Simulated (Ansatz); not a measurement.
# TaCu3Se3O: complex band structure, part 3 of 3

Aim: relax a made-up compound, TaCu3Se3O, and see how good a tunnel barrier it would be. It is built by putting O for S in the TaCu3Se3S structure of space group R3m, with the volume rescaled by atomic radii. The parent structure comes from the Materials Project.

Ansatz 0.2.0; r2SCAN DFT, plane waves, PAW files (the session's first sound run).

So far, gap on path (eV): step 3 (the bulk crystal and its band edges) 1.54.

The structure was built from a prototype and need not be the compound's stable phase.

## Step 6: Band edges at another level, cutoff 420 eV

This step: LDA DFT, plane waves, PAW files (Ansatz 0.2.0).

The edges again with LDA, at the same atoms. Against that run the cutoff is 420 eV against 500.

input.yaml reads:

```yaml
crystal:
  lattice:
    - [3.825060463, 2.208399688, 3.367456369]
    - [-3.825060463, 2.208399688, 3.367456369]
    - [0.0, -4.416799376, 3.367456369]
  atoms:
    - { symbol: Ta, position: [1.0080445965, 1.0080445965, 1.0080445965] }
    - { symbol: Cu, position: [0.5066333046, 0.0059878575, 0.0059878575] }
    - { symbol: Cu, position: [0.0059878575, 0.5066333046, 0.0059878575] }
    - { symbol: Cu, position: [0.0059878575, 0.0059878575, 0.5066333046] }
    - { symbol: Se, position: [0.7526769112, 0.7526769112, 0.277235602] }
    - { symbol: Se, position: [0.7526769112, 0.277235602, 0.7526769112] }
    - { symbol: Se, position: [0.277235602, 0.7526769112, 0.7526769112] }
    - { symbol: O, position: [0.1907559595, 0.1907559595, 0.1907559595] }
kpoints:
  mp_grid: { grid: [4, 4, 4] }
  band_path: { path: [VBM, CBM], npoints: 30 }
scf:
  occupations: { method: fixed }
hamiltonian:
  xc: lda
output:
  eigenvalues: true
```

Started as:

```
$ ansatz run input.yaml --threads 2 --pin off --max-ram 4096MiB --backend cpu --events-out ev --progress --plain --runs-dir out
```

Numbers of over 12 decimals in the logs are rounded to 6 here.

The log of the run:

```text
[...]
Crystal: 8 atoms, lattice volume = 170.675 Å³
Basis set: ecut = 420 eV, 3335 PW (Γ)
Bands: 75, of which v1, the nominal top of the filled ones, is band 62 counted from 1 (61 counted from 0)
Symmetry: 6 space group operations
[...]
k-points: 13 of 64 (time reversal used)
[...]
SCF iter   1: F=—  HF=-46056.955728 eV  |F-HF|=—  |Δ(HF+E_count)|=         —  Δρ=1.35e-2  dr2=2.13e-1  ethr=1.77e-3  ⟨swp⟩=5.0  Hψ=3110  notcnv=0  defer=137
[...]
SCF iter  10: F=-46056.913698 eV  HF=-46056.913698 eV  |F-HF|=3.81e-9  |Δ(HF+E_count)|=   2.84e-8  Δρ=2.35e-6  dr2=1.81e-8  ethr=8.06e-11  ⟨swp⟩=9.5  Hψ=3174  notcnv=0
SCF 1 converged in 10 iterations: F = -46056.913698 eV  dr2 = 1.81e-8
[...]
SCF converged after 10 iterations
Free energy (F): -46056.913698 eV
[...]
Internal energy: -46056.913698 eV  (E = F + TS)
E sigma→0 (E₀):  -46056.913698 eV
Fermi energy:    7.955502 eV
[...]
--- Band table (eV; the first three rows and the last of 13) ---
  k-point 0: bands = [... 58 lower, 6.5783, 7.3076, 7.3076, 7.5827, 8.9801, 9.7274, 9.8465, 9.8465, ... 9 higher]
  k-point 1: bands = [... 58 lower, 6.5422, 6.9719, 7.1423, 7.4156, 9.3485, 10.0829, 10.1297, 10.2416, ... 9 higher]
  k-point 2: bands = [... 58 lower, 6.5842, 6.6352, 6.9520, 7.3605, 9.3927, 10.2203, 10.4234, 10.6823, ... 9 higher]
  k-point 12: bands = [... 58 lower, 6.1633, 7.6802, 7.6802, 7.9555, 10.0086, 10.0086, 10.1019, 10.9479, ... 9 higher]
```

Run time: 54 s. Hardware: 2 threads of Arm Neoverse V2, shared host; peak memory 0.57 GiB.

Numbers from this step:

- free energy: -46056.9137 eV
- Fermi energy: 7.956 eV
- gap on the k-mesh: 1.025 eV
- gap on path: 1.025 eV, by band count; negative where bands overlap
- direct gap on path: 1.397 eV

Electronic bands along the path, in eV, zero at the Fermi level (highest filled level under fixed occupations); v1 is the highest filled band, c1 the lowest empty one:

| point | v4 | v3 | v2 | v1 | c1 | c2 | c3 | c4 |
| --- | --- | --- | --- | --- | --- | --- | --- | --- |
| VBM | -1.79 | -0.28 | -0.28 | 0.00 | 2.05 | 2.05 | 2.15 | 2.99 |
| halfway | -1.57 | -0.77 | -0.77 | -0.70 | 1.97 | 1.97 | 2.22 | 2.87 |
| CBM | -1.38 | -0.65 | -0.65 | -0.37 | 1.02 | 1.77 | 1.89 | 1.89 |

The searched edges give 1.02 eV, as on the mesh.

Between step 3 and this run (LDA and cutoff 420 eV) the value for the gap on path moves from 1.54 eV to 1.02 eV.

## Step 7: Complex bands at another level, cutoff 420 eV

This step: LDA DFT, plane waves, PAW files; complex bands by layer matching along the plane's normal (Ansatz 0.2.0).

The complex bands at that level, over its own gap, at (0, 0) and (-0.5, -0.5).

input.yaml reads:

```yaml
crystal:
  lattice:
    - [5.554086705, 0.0, 0.0]
    - [0.285502211, 5.546743875, 0.0]
    - [0.285502211, 0.271184781, 5.540110687]
  atoms:
    - { symbol: Ta, position: [0.0080445965, 0.0080445965, 0.0080445965] }
    - { symbol: Cu, position: [0.0059878575, 0.0059878575, 0.5066333046] }
    - { symbol: Cu, position: [0.5066333046, 0.0059878575, 0.0059878575] }
    - { symbol: Cu, position: [0.0059878575, 0.5066333046, 0.0059878575] }
    - { symbol: Se, position: [0.7526769112, 0.277235602, 0.7526769112] }
    - { symbol: Se, position: [0.277235602, 0.7526769112, 0.7526769112] }
    - { symbol: Se, position: [0.7526769112, 0.7526769112, 0.277235602] }
    - { symbol: O, position: [0.1907559595, 0.1907559595, 0.1907559595] }
kpoints:
  mp_grid: { grid: [4, 4, 4] }
scf:
  occupations: { method: fixed }
hamiltonian:
  xc: lda
output:
  eigenvalues: true
  transmission:
    leads: [[0, 0]]
    kpoints: [[0.0, 0.0], [-0.5, -0.5]]
    e_range: [-1.0, 2.02]
    de: 0.05
```

The log of the run:

```text
[...]
Crystal: 8 atoms, lattice volume = 170.675 Å³
Basis set: ecut = 420 eV, 3335 PW (Γ)
Bands: 75, of which v1, the nominal top of the filled ones, is band 62 counted from 1 (61 counted from 0)
Symmetry: 6 space group operations
[...]
k-points: 13 of 64 (time reversal used)
[...]
SCF iter   1: F=—  HF=-46056.955789 eV  |F-HF|=—  |Δ(HF+E_count)|=         —  Δρ=1.35e-2  dr2=2.13e-1  ethr=1.77e-3  ⟨swp⟩=5.0  Hψ=3111  notcnv=0  defer=137
[...]
SCF iter  10: F=-46056.913698 eV  HF=-46056.913698 eV  |F-HF|=3.78e-9  |Δ(HF+E_count)|=   2.87e-8  Δρ=2.37e-6  dr2=1.82e-8  ethr=8.06e-11  ⟨swp⟩=9.5  Hψ=3173  notcnv=0
SCF 1 converged in 10 iterations: F = -46056.913698 eV  dr2 = 1.82e-8
[...]
transmission: 9 of 18 steps passed
transmission: 18 of 18 steps passed
SCF converged after 10 iterations
Free energy (F): -46056.913698 eV
[...]
Internal energy: -46056.913698 eV  (E = F + TS)
E sigma→0 (E₀):  -46056.913698 eV
Fermi energy:    7.955502 eV
[...]
--- Band table (eV; the first three rows and the last of 13) ---
  k-point 0: bands = [... 58 lower, 6.5783, 7.3076, 7.3076, 7.5827, 8.9801, 9.7274, 9.8465, 9.8465, ... 9 higher]
  k-point 1: bands = [... 58 lower, 6.5422, 6.9719, 7.1423, 7.4156, 9.3485, 10.0829, 10.1297, 10.2416, ... 9 higher]
  k-point 2: bands = [... 58 lower, 6.5842, 6.6352, 6.9520, 7.3605, 9.3927, 10.2203, 10.4234, 10.6823, ... 9 higher]
  k-point 12: bands = [... 58 lower, 6.1633, 7.6802, 7.6802, 7.9555, 10.0086, 10.0086, 10.1019, 10.9479, ... 9 higher]
--- Transmission ---
  basis      : 273 plane waves across, 9 finite elements along
  points     : 2, as listed
[...]
channels       : 0.000000e0 a spin
[...]
slowest decay  : 0.1690 /Å at (0.0000, 0.0000)
```

The job ended after 91 s (2 threads; peak memory 1 GiB; 2.5 min of CPU time).

Numbers from this step:

| Quantity | Value |
| --- | --- |
| level to which the leads are filled | 0.5123 eV from the Fermi level |
| decay constant at the filling level, zone centre | 0.1690 Å⁻¹ |
| decay constant at the filling level, slowest listed point | 0.169 Å⁻¹ |

K parallel (0, 0); values up to 1.5 1/Å, a degenerate pair printed once or twice; energies at which all values exceed this have no row. Table of Im kz of the slowest decaying states by energy, zero at the highest filled level on the SCF mesh:

| energy (eV) | decay 1 (Å⁻¹) | decay 2 (Å⁻¹) | decay 3 (Å⁻¹) | decay 4 (Å⁻¹) |
| --- | --- | --- | --- | --- |
| -1.000 | 0.319 | 0.390 | 0.510 | 0.732 |
| -0.800 | 0.350 | 0.415 | 0.469 | 0.664 |
| -0.600 | 0.0859 | 0.113 | 0.137 | 0.365 |
| -0.400 | 0.294 | 0.322 | 0.363 | 0.491 |
| -0.200 | 0.134 | 0.364 | 0.377 | 0.566 |
| 0.000 | 0.167 | 0.384 | 0.386 | 0.575 |
| 0.200 | 0.177 | 0.381 | 0.393 | 0.576 |
| 0.400 | 0.175 | 0.369 | 0.396 | 0.571 |
| 0.600 | 0.160 | 0.351 | 0.392 | 0.559 |
| 0.800 | 0.128 | 0.328 | 0.382 | 0.539 |
| 1.000 | 0.0469 | 0.299 | 0.368 | 0.506 |
| 1.200 | 0.262 | 0.347 | 0.448 | 0.584 |
| 1.400 | 0.215 | 0.274 | 0.319 | 0.579 |
| 1.600 | 0.148 | 0.226 | 0.248 | 0.312 |
| 1.800 | 0.143 | 0.209 | 0.291 | 0.575 |
| 2.000 | 0.256 | 0.336 | 0.444 | 0.643 |

K parallel (-0.5, -0.5); values up to 1.5 1/Å, a degenerate pair printed once or twice; energies at which all values exceed this have no row. The Im kz of the slowest decaying states by energy, zero at the highest filled level on the SCF mesh:

| energy (eV) | decay 1 (Å⁻¹) | decay 2 (Å⁻¹) | decay 3 (Å⁻¹) | decay 4 (Å⁻¹) |
| --- | --- | --- | --- | --- |
| -1.000 | 0.246 | 0.392 | 0.565 | 0.644 |
| -0.800 | 0.0799 | 0.292 | 0.416 | 0.566 |
| -0.600 | 0.271 | 0.433 | 0.562 | 0.654 |
| -0.400 | 0.446 | 0.562 | 0.651 | 0.762 |
| -0.200 | 0.0981 | 0.230 | 0.457 | 0.567 |
| 0.000 | 0.00266 | 0.177 | 0.421 | 0.465 |
| 0.200 | 0.159 | 0.220 | 0.470 | 0.522 |
| 0.400 | 0.211 | 0.247 | 0.472 | 0.590 |
| 0.600 | 0.242 | 0.264 | 0.468 | 0.570 |
| 0.800 | 0.261 | 0.273 | 0.459 | 0.550 |
| 1.000 | 0.272 | 0.274 | 0.445 | 0.530 |
| 1.200 | 0.268 | 0.275 | 0.426 | 0.506 |
| 1.400 | 0.254 | 0.271 | 0.402 | 0.477 |
| 1.600 | 0.230 | 0.256 | 0.370 | 0.441 |
| 1.800 | 0.193 | 0.222 | 0.292 | 0.407 |
| 2.000 | 0.126 | 0.137 | 0.284 | 0.420 |

At the listed wavevectors the last open channel is at -0.05 eV and the next at +1.05 eV on the grid. At +0.50 eV, the grid energy nearest the filling level (the middle of the gap on the SCF mesh), the slowest state at the listed wavevectors decays with κ = 0.169 Å⁻¹, its amplitude falling by e over 5.9 Å; the first such run, plane (101), gave 0.213 Å⁻¹.

## Step 8: Summary of results

| Property | Result |
| --- | --- |
| band gap | 1.54 eV |
| least decay constant at mid-gap, normal to (101) | 0.213 Å⁻¹ |
| least decay constant on a mesh, normal to (101) | 0.212 Å⁻¹ |
| least decay constant, LDA | 0.169 Å⁻¹ |

What this shows: With r2SCAN, the slowest decay at the wavevectors tried is κ = 0.213 Å⁻¹, normal to (101). Through such a film the transmission near mid-gap falls as exp(−2κd), a factor of ten every 5.4 Å. A free electron under a barrier of half the gap would need a mass of 0.22 mₑ to decay at this rate. With LDA the gap goes from 1.54 to 1.02 eV and the decay constant, over the first 2 listed wavevectors, from 0.213 to 0.169 Å⁻¹. The compound is made up by substitution; its stability against other phases and against distortions of the cell's symmetry was not tested. r2SCAN still narrows gaps, if less than LDA and GGA do, so real decay constants are likely larger.

[Logs are printed without paths, hosts, clocks, repeated set-up lines and the standing remarks that a program may print on its own settings, such as how far it seeks lower states.]

[Hosts, paths, dates, database ids (printed as entryN), source tags and the programs' standing remarks are cut or masked in the printed files.]
